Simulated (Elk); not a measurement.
# MgO (Periclase): optical spectrum from first principles

Aim: the dielectric function of MgO (Periclase), and the optical constants that follow from it. The cell comes from an older database entry, whose edges can differ from later determinations, mostly by under a per cent.

Program: Elk 11.2.3 (patched build). Level of theory: DFT, PBE, all-electron APW+lo, Dirac cores, scalar-relativistic bands, independent-particle optical response without local fields. Results are calculated unless marked as measured.

The database entry behind the starting cell differs from later determinations by our own check (about 0.1 % long), so it need not match the best structure at ambient conditions.

### 1. Starting point

The structure is cubic, space group Fm-3m (No. 225). Conventional cell: a = 4.217 Å, b = 4.217 Å, c = 4.217 Å, α = 90.00°, β = 90.00°, γ = 90.00°. Nearest to Mg lie 6 O at 2.11 Å. O has 6 Mg at 2.11 Å nearest. Farther neighbours and most contacts between anions are not listed.

### 2. Ground state

First the ground state: is it a metal or has it a gap?

This step: DFT, PBE, all-electron APW+lo, Dirac cores, scalar-relativistic bands, ground state (Elk 11.2.3 (patched build)).

The input, elk.in:

```
tasks
  0
  120

xctype
  20

nempty
  12

lorbcnd
  .true.

rgkmax
  7.0

swidth
  0.0018375

maxscl
  100

epsengy
  1e-05

sppath
  './'

avec
  0.000000000000 3.984487533773 3.984487533773
  3.984487533773 0.000000000000 3.984487533773
  3.984487533773 3.984487533773 0.000000000000

atoms
  2
  'Mg.in'
  1
  0.000000000000 0.000000000000 0.000000000000   0.000 0.000 0.000
  'O.in'
  1
  0.500000000000 0.500000000000 0.500000000000   0.000 0.000 0.000

ngridk
  14 14 14
```

Started as:

```console
> OMP_NUM_THREADS=4 elk
```

Numbers of over 12 decimals in the logs are rounded to 6 here.

The log of the run:

```text
┌─────────────────────────┐
│ Elk code version 11.2.3 │
└─────────────────────────┘

All units are atomic (Hartree, Bohr, etc.)

┌─────────────────────────────────────────────────┐
│ Ground-state run starting from atomic densities │
└─────────────────────────────────────────────────┘

Lattice vectors :
   0.000000000       3.984487534       3.984487534
   3.984487534       0.000000000       3.984487534
   3.984487534       3.984487534       0.000000000

Reciprocal lattice vectors :
 -0.7884558872      0.7884558872      0.7884558872
  0.7884558872     -0.7884558872      0.7884558872
  0.7884558872      0.7884558872     -0.7884558872

Unit cell volume      :    126.5165711
Brillouin zone volume :    1.960614419

Muffin-tin inner radius fraction :   0.1000000000E-01

Nuclei treated as point charges

Species : 1 (Mg)
 parameters loaded from : Mg.in
 name : magnesium
 nuclear charge    :   -12.00000000
 electronic charge :    12.00000000
 atomic mass :    44305.30466
 muffin-tin radius :    2.163968144
 number of radial points in muffin-tin :    793
 inner part over the whole radius :   0.9991612516E-02
 number on inner part of muffin-tin    :    552
 approximate nuclear radius :   0.5710277704E-04
 number of mesh points to nuclear radius :    241
 atomic positions (lattice), magnetic fields (Cartesian) :
  1 :   0.00000000  0.00000000  0.00000000    0.00000000  0.00000000  0.00000000

Species : 2 (O)
 parameters loaded from : O.in
 name : oxygen
 nuclear charge    :   -8.000000000
 electronic charge :    8.000000000
 atomic mass :    29165.12205
 muffin-tin radius :    1.770519390
 number of radial points in muffin-tin :    593
 inner part over the whole radius :   0.9763919005E-02
 number on inner part of muffin-tin    :    407
 approximate nuclear radius :   0.5115538663E-04
 number of mesh points to nuclear radius :    173
 atomic positions (lattice), magnetic fields (Cartesian) :
  1 :   0.50000000  0.50000000  0.50000000    0.00000000  0.00000000  0.00000000

Total number of atoms per unit cell :    2
Total muffin-tin volume :    65.69470450
 ratio of muffin-tin to unit cell volume :   0.5192577064

Spin treatment :
 spin-unpolarised

Number of Bravais lattice symmetries :   48
Number of crystal symmetries         :   48
Crystal has inversion symmetry
Real symmetric eigensolver will be used

k-point grid :     14    14    14
k-point offset :    0.000000000       0.000000000       0.000000000
k-point set is reduced with full crystal symmetry group
Total number of k-points :      104

Muffin-tin radius times maximum |G+k| :    7.000000000
 using average radius
Maximum |G+k| for APW functions       :    3.558277890
Maximum (1/2)|G+k|²                   :    6.330670771
Maximum |G| for potential and density :    12.00000000
Constant for pseudocharge density :    6
 order of it for each species :   13  13
 order of it for pair densities of each species (exact exchange by exxq0 0: 13) :   12   7
Radial integration step length :    1

G-vector grid sizes :     24    24    24
Number of G-vectors :     3695

Maximum angular momentum used for
 APW functions            :    8
 outer part of muffin-tin :    6
 inner part of muffin-tin :    2

Total nuclear charge    :   -20.00000000
Total core charge       :    4.000000000
Total valence charge    :    16.00000000
Total excess charge     :    0.000000000
Total electronic charge :    20.00000000

Effective Wigner radius, rₛ :    1.147298087

Number of empty states         :     24
Total number of valence states :     33
Total number of core states    :      4

Conduction state local-orbitals added automatically
Third-order local-orbitals added for an l without core states : F
Total number of local-orbitals :    111

Exchange-correlation functional :     20     0     0
 Perdew-Burke-Ernzerhof, Phys. Rev. Lett. 77, 3865 (1996)
 gradient requirement :    1
 generalised gradient approximation (GGA)

Smearing type :    3
 Fermi-Dirac
Smearing width :   0.1837500000E-02
Effective electronic temperature (K) :    580.2366081

Mixing type :    3
 Broyden mixing, J. Phys. A: Math. Gen. 17, L317 (1984)

Kohn-Sham potential initialised from atomic data

┌──────────────────────────────┐
│ Self-consistent loop started │
└──────────────────────────────┘

┌─────────────────┐
│ Loop number : 1 │
└─────────────────┘

Energies :
 Fermi                       :    -0.48277060451136E-02
 sum of occupied eigenvalues :     -143.76163721543
 electron kinetic            :      277.44757050232
 core electron kinetic       :      193.39770689624
 Coulomb                     :     -527.85486014863
 Coulomb potential           :     -385.01918789393
 nuclear-nuclear             :     -72.962961385468
 electron-nuclear            :     -527.56177885395
 Hartree                     :      72.669880090789
 Madelung                    :     -335.34526620167
 xc potential                :     -36.190019823826
 exchange                    :     -24.674529607562
 correlation                 :    -0.726386
 electron entropic           :    -0.40242484064716E-11
 total energy                :     -275.80820515442

Density of states at Fermi energy :   0.5441323276E-07
 (states/Hartree/unit cell)

Estimated indirect band gap :   0.2396177369
 from k-point 1 to k-point 1
Estimated direct band gap   :   0.2396177369
 at k-point 1

Charges :
 core                        :    4.000000000
 valence                     :    16.00000000
 interstitial                :    1.380549868
 muffin-tins (core leakage)
  species : 1 (Mg)
   atom 1                    :    10.48644907     ( -0.9785483757E-07)
  species : 2 (O)
   atom 1                    :    8.133001059     ( -0.2673601363E-06)
 total in muffin-tins        :    18.61945013
 total calculated charge     :    19.99990181
 total charge                :    20.00000000
 error                       :   0.9819159947E-04

┌─────────────────┐
│ Loop number : 2 │
└─────────────────┘

Energies :
 Fermi                       :    -0.16796799248857E-02
 sum of occupied eigenvalues :     -143.72980575665
 electron kinetic            :      277.38113277051
 core electron kinetic       :      193.39389917900
 Coulomb                     :     -527.82084996457
 Coulomb potential           :     -385.02158345363
 nuclear-nuclear             :     -72.962961385468
 electron-nuclear            :     -527.49002338302
 Hartree                     :      72.632134803911
 Madelung                    :     -335.31005823776
 xc potential                :     -36.089355073532
 exchange                    :     -24.667679084790
 correlation                 :    -0.726484
 electron entropic           :    -0.40218568524661E-11
 total energy                :     -275.83387995352

Density of states at Fermi energy :   0.5441264082E-07
 (states/Hartree/unit cell)

Estimated indirect band gap :   0.2379163491
 from k-point 1 to k-point 1
Estimated direct band gap   :   0.2379163491
 at k-point 1

Charges :
 core                        :    4.000000000
 valence                     :    16.00000000
 interstitial                :    1.386641006
 muffin-tins (core leakage)
  species : 1 (Mg)
   atom 1                    :    10.48964408     ( -0.9785483757E-07)
  species : 2 (O)
   atom 1                    :    8.123714910     ( -0.2673363695E-06)
 total in muffin-tins        :    18.61335899
 total calculated charge     :    19.99990232
 total charge                :    20.00000000
 error                       :   0.9767850489E-04

RMS change in Kohn-Sham potential (target) :    1.560928153     (  0.1000000000E-05)
Absolute change in total energy (target)   :   0.2567479910E-01 (  0.1000000000E-04)

[... 13 loops left out ...]

┌──────────────────┐
│ Loop number : 16 │
└──────────────────┘

Energies :
 Fermi                       :     0.183419
 sum of occupied eigenvalues :     -141.54266848392
 electron kinetic            :      275.85314289419
 core electron kinetic       :      193.34260261246
 Coulomb                     :     -526.43176345026
 Coulomb potential           :     -384.99104180553
 nuclear-nuclear             :     -72.962961385468
 electron-nuclear            :     -524.68201860272
 Hartree                     :      71.213216537929
 Madelung                    :     -333.93624254750
 xc potential                :     -32.404769572579
 exchange                    :     -24.403525257575
 correlation                 :    -0.731609
 electron entropic           :    -0.39331070089204E-11
 total energy                :     -275.71375475873

Density of states at Fermi energy :   0.5441207358E-07
 (states/Hartree/unit cell)

Estimated indirect band gap :   0.1750049788
 from k-point 1 to k-point 1
Estimated direct band gap   :   0.1750049788
 at k-point 1

Charges :
 core                        :    4.000000000
 valence                     :    16.00000000
 interstitial                :    1.634118074
 muffin-tins (core leakage)
  species : 1 (Mg)
   atom 1                    :    10.62829687     ( -0.9785484156E-07)
  species : 2 (O)
   atom 1                    :    7.737585053     ( -0.2666991286E-06)
 total in muffin-tins        :    18.36588193
 total calculated charge     :    19.99991616
 total charge                :    20.00000000
 error                       :   0.8383624887E-04

RMS change in Kohn-Sham potential (target) :   0.3942889376E-07 (  0.1000000000E-05)
Absolute change in total energy (target)   :   0.2634004034E-05 (  0.1000000000E-04)

Convergence targets achieved

┌──────────────────┐
│ Loop number : 17 │
└──────────────────┘

Energies :
 Fermi                       :     0.183419
 sum of occupied eigenvalues :     -141.54266844203
 electron kinetic            :      275.85314290611
 core electron kinetic       :      193.34260259504
 Coulomb                     :     -526.43176345130
 Coulomb potential           :     -384.99104179903
 nuclear-nuclear             :     -72.962961385468
 electron-nuclear            :     -524.68201861387
 Hartree                     :      71.213216548035
 Madelung                    :     -333.93624255179
 xc potential                :     -32.404769549111
 exchange                    :     -24.403525258961
 correlation                 :    -0.731609
 electron entropic           :    -0.39331071091452E-11
 total energy                :     -275.71375474839

Density of states at Fermi energy :   0.5441207453E-07
 (states/Hartree/unit cell)

Estimated indirect band gap :   0.1750049886
 from k-point 1 to k-point 1
Estimated direct band gap   :   0.1750049886
 at k-point 1

Charges :
 core                        :    4.000000000
 valence                     :    16.00000000
 interstitial                :    1.634118067
 muffin-tins (core leakage)
  species : 1 (Mg)
   atom 1                    :    10.62829688     ( -0.9785483535E-07)
  species : 2 (O)
   atom 1                    :    7.737585055     ( -0.2666987484E-06)
 total in muffin-tins        :    18.36588193
 total calculated charge     :    19.99991616
 total charge                :    20.00000000
 error                       :   0.8383622196E-04

┌──────────────────────────────┐
│ Self-consistent loop stopped │
└──────────────────────────────┘

Wrote STATE.OUT
```

It took 16 s on 4 threads of Arm Neoverse N1, shared host; peak memory 0.07 GiB.

This step gave:

| Quantity | Value |
| --- | --- |
| total energy | -275.7 Ha |
| Fermi energy | 4.991 eV |
| DOS at the Fermi level | 2.00e-9 states/eV/cell |
| gap on the k-mesh | 4.762 eV |
| direct gap on the mesh | 4.762 eV |

There is a gap, 4.76 eV on this mesh (points off the mesh can give less), so no carriers' term is needed.

### 3. Independent particles

The spectrum is a sum over vertical transitions between filled and empty bands at the fixed density, so many empty bands are needed.

This step: DFT, PBE, all-electron APW+lo, Dirac cores, scalar-relativistic bands, independent-particle optical response without local fields (Elk 11.2.3 (patched build)).

Edit elk.in of step 2 so:

```diff
@@ -1,4 +1,6 @@
 tasks
-  0
-  120
+  121
+
+optcomp
+  1 1
 
@@ -17,9 +19,7 @@
 swidth
-  0.0018375
+  0.0055124
 
-maxscl
-  100
-
-epsengy
-  1e-05
+wplot
+  400 100 0
+  0.0 0.51449
```

Started as:

```console
> OMP_NUM_THREADS=4 elk
```

The log of the run:

```text
┌─────────────────────────────────┐
│ Elk code version 11.2.3 started │
└─────────────────────────────────┘

Info(readinput): the functional depends on the density's gradient
 muffin-tin radial points multiplied by    2.00000
 (not where nrmtscf is given)

┌────────────────────┐
│ Current task : 121 │
└────────────────────┘
Info(checkmt): changed muffin-tin radius of species 1 (Mg) from   2.2000 to   2.1640
Info(checkmt): changed muffin-tin radius of species 2 (O) from   1.8000 to   1.7705

Info(dielectric):
 dielectric tensor written to EPSILON_ij.OUT
 optical conductivity written to SIGMA_ij.OUT
 for components
  i = 1, j = 1

┌──────────────────┐
│ Elk code stopped │
└──────────────────┘
```

Elapsed: 4.2 s, on 4 threads; peak memory 0.03 GiB.

This step gave:

```
electronic dielectric constant ε∞, mean over x, y and z (by symmetry where fewer were run) : 3.154
main peak of Im epsilon, first axis                                                        : 11.10 eV
```

The Im ε, E ∥ x has structure finer than the step of the table below, so its rows give means over 0.5 eV, whole bins alone (the curve runs from 0 to 14.0 eV). Peaks (eV: height): 8.96: 3.56, 10.22: 3.40, 11.10: 5.46.

Values under the direct gap are tails of Lorentzian lines. The Im ε, E ∥ x by photon energy; means over each step:

photon energy (eV), Im ε, E ∥ x and a bar:
```
      0.5       0.00 
      1.0       0.01 
      1.5       0.01 
      2.0       0.01 
      2.5       0.02 
      3.0       0.03 
      3.5       0.04 
      4.0       0.06 
      4.5       0.13 #
      5.0       0.44 ###
      5.5       0.71 ####
      6.0       0.99 ######
      6.5       1.01 ######
      7.0       1.28 ########
      7.5       1.44 #########
      8.0       1.81 ###########
      8.5       2.66 #################
      9.0       3.21 ####################
      9.5       2.96 ##################
     10.0       2.87 ##################
     10.5       2.89 ##################
     11.0       4.81 ##############################
     11.5       4.25 ###########################
     12.0       3.18 ####################
     12.5       3.01 ###################
     13.0       2.61 ################
     13.5       2.22 ##############
```

Table of Re ε, E ∥ x by photon energy:

| photon energy (eV) | Re ε, E ∥ x |
| --- | --- |
| 0.0 | 3.15 |
| 0.5 | 3.16 |
| 1.0 | 3.17 |
| 1.5 | 3.20 |
| 2.0 | 3.24 |
| 2.5 | 3.30 |
| 3.0 | 3.37 |
| 3.5 | 3.47 |
| 4.0 | 3.62 |
| 4.5 | 3.85 |
| 5.0 | 4.20 |
| 5.5 | 4.10 |
| 6.0 | 3.99 |
| 6.5 | 4.34 |
| 7.0 | 3.80 |
| 7.5 | 4.33 |
| 8.0 | 4.23 |
| 8.5 | 4.34 |
| 9.0 | 3.45 |
| 9.5 | 2.98 |
| 10.0 | 3.48 |
| 10.5 | 3.06 |
| 11.0 | 3.46 |
| 11.5 | 0.999 |
| 12.0 | 1.22 |
| 12.5 | 0.768 |
| 13.0 | 0.983 |
| 13.5 | 0.986 |

The reflectivity at normal incidence, E ∥ x has structure finer than the step of the table below, so its rows give means over 0.5 eV, whole bins alone (the curve runs from 0 to 14.0 eV). Peaks (eV: height): 5.95: 12.9, 8.89: 18.9, 10.19: 17.6, 11.16: 26.0, 12.32: 20.3.

Reflectivity at normal incidence, E ∥ x against photon energy; means over each step:

photon energy (eV), reflectivity at normal incidence, E ∥ x (%) and a bar from the least value:
```
      0.5        7.8 
      1.0        7.9 
      1.5        8.0 
      2.0        8.2 #
      2.5        8.4 #
      3.0        8.7 ##
      3.5        9.1 ##
      4.0        9.7 ###
      4.5       10.6 #####
      5.0       11.7 #######
      5.5       11.8 #######
      6.0       11.8 #######
      6.5       12.7 #########
      7.0       12.4 ########
      7.5       13.9 ###########
      8.0       14.8 #############
      8.5       16.9 ################
      9.0       17.4 #################
      9.5       15.9 ###############
     10.0       15.7 ##############
     10.5       15.9 ##############
     11.0       23.6 ############################
     11.5       24.5 ##############################
     12.0       18.9 ####################
     12.5       19.1 ####################
     13.0       16.5 ################
     13.5       13.7 ###########
```

Refractive index n and extinction k against photon energy:

| photon energy (eV) | n | k |
| --- | --- | --- |
| 0.0 | 1.78 | 0 |
| 0.5 | 1.78 | 8.7e-4 |
| 1.0 | 1.78 | 0.00177 |
| 1.5 | 1.79 | 0.00276 |
| 2.0 | 1.80 | 0.00389 |
| 2.5 | 1.82 | 0.00526 |
| 3.0 | 1.84 | 0.00705 |
| 3.5 | 1.86 | 0.00965 |
| 4.0 | 1.90 | 0.0142 |
| 4.5 | 1.96 | 0.0283 |
| 5.0 | 2.05 | 0.0966 |
| 5.5 | 2.03 | 0.159 |
| 6.0 | 2.02 | 0.318 |
| 6.5 | 2.10 | 0.247 |
| 7.0 | 1.98 | 0.366 |
| 7.5 | 2.11 | 0.348 |
| 8.0 | 2.10 | 0.414 |
| 8.5 | 2.19 | 0.671 |
| 9.0 | 2.05 | 0.867 |
| 9.5 | 1.90 | 0.802 |
| 10.0 | 1.98 | 0.677 |
| 10.5 | 1.88 | 0.704 |
| 11.0 | 2.20 | 1.18 |
| 11.5 | 1.64 | 1.30 |
| 12.0 | 1.51 | 1.03 |
| 12.5 | 1.38 | 1.06 |
| 13.0 | 1.36 | 0.933 |
| 13.5 | 1.29 | 0.818 |

The loss function −Im 1/ε at q → 0, E ∥ x has structure finer than the step of the table below, so its rows give means over 0.5 eV, whole bins alone (the curve runs from 0 to 14.0 eV). Peaks (eV: height): 10.32: 0.175, 13.37: 0.406.

Values under the direct gap are tails of Lorentzian lines. Loss function −Im 1/ε at q → 0, E ∥ x against energy loss; means over each step:

energy loss (eV), loss function −Im 1/ε at q → 0, E ∥ x and a bar:
```
      0.5      0.000 
      1.0      0.001 
      1.5      0.001 
      2.0      0.001 
      2.5      0.002 
      3.0      0.002 
      3.5      0.003 
      4.0      0.004 
      4.5      0.008 #
      5.0      0.026 ##
      5.5      0.041 ###
      6.0      0.059 #####
      6.5      0.053 ####
      7.0      0.073 ######
      7.5      0.068 #####
      8.0      0.079 ######
      8.5      0.101 ########
      9.0      0.139 ###########
      9.5      0.158 #############
     10.0      0.150 ############
     10.5      0.151 ############
     11.0      0.139 ###########
     11.5      0.227 ##################
     12.0      0.283 #######################
     12.5      0.313 #########################
     13.0      0.346 ############################
     13.5      0.374 ##############################
```

At chosen wavelengths:

| wavelength (nm) | n | k | R (%) | 1/α |
| --- | --- | --- | --- | --- |
| 800 | 1.79 | 0.003 | 8.0 | 22 µm |
| 450 | 1.83 | 0.006 | 8.5 | 5.9 µm |
| 405 | 1.84 | 0.007 | 8.7 | 4.4 µm |
| 365 | 1.86 | 0.009 | 9.0 | 3.2 µm |
| 308 | 1.90 | 0.015 | 9.7 | 1.7 µm |
| 248 | 2.05 | 0.096 | 12.0 | 205 nm |
| 193 | 2.08 | 0.204 | 12.7 | 75 nm |

Below the direct gap, k and the depth come from the tails of the Lorentzian lines, not from transitions.

Rows near the edge hang on the gap, which this functional as a rule makes too small, and phonon-assisted absorption is left out.

### 4. What came out

| Item | Value |
| --- | --- |
| electronic dielectric constant ε∞, mean over x, y and z (by symmetry where fewer were run) (independent particles) | 3.15 |
| main peak of Im epsilon, first axis | 11.1 eV |

In words: At this level (PBE, independent particles) MgO has ε∞ = 3.15 and n = 1.78 at 1550 nm, and Im ε peaks at 11.1 eV. On the mesh the gap is 4.76 eV and the least direct gap 4.76 eV. Distinct maxima of Im ε, read by a parabola through the highest points, lie at 8.96 eV (3.6), 10.21 eV (3.4), 11.10 eV (5.5) and 12.25 eV (3.3). Excitons and phonon-assisted transitions are missing, and so are local fields; PBE gaps are as a rule too small, which pulls the onset down and ε∞ up. The sum runs over mesh points, so small or evenly spaced maxima can still be ripples of the mesh.

[Machine, clock and banner lines and Python warnings are left out of the logs.]

[Logs are printed without paths, hosts, clocks, repeated set-up lines and the standing remarks that a program may print on its own settings, such as how far it seeks lower states.]

[Hosts, paths, dates, database ids (printed as entryN), source tags and the programs' standing remarks are cut or masked in the printed files.]
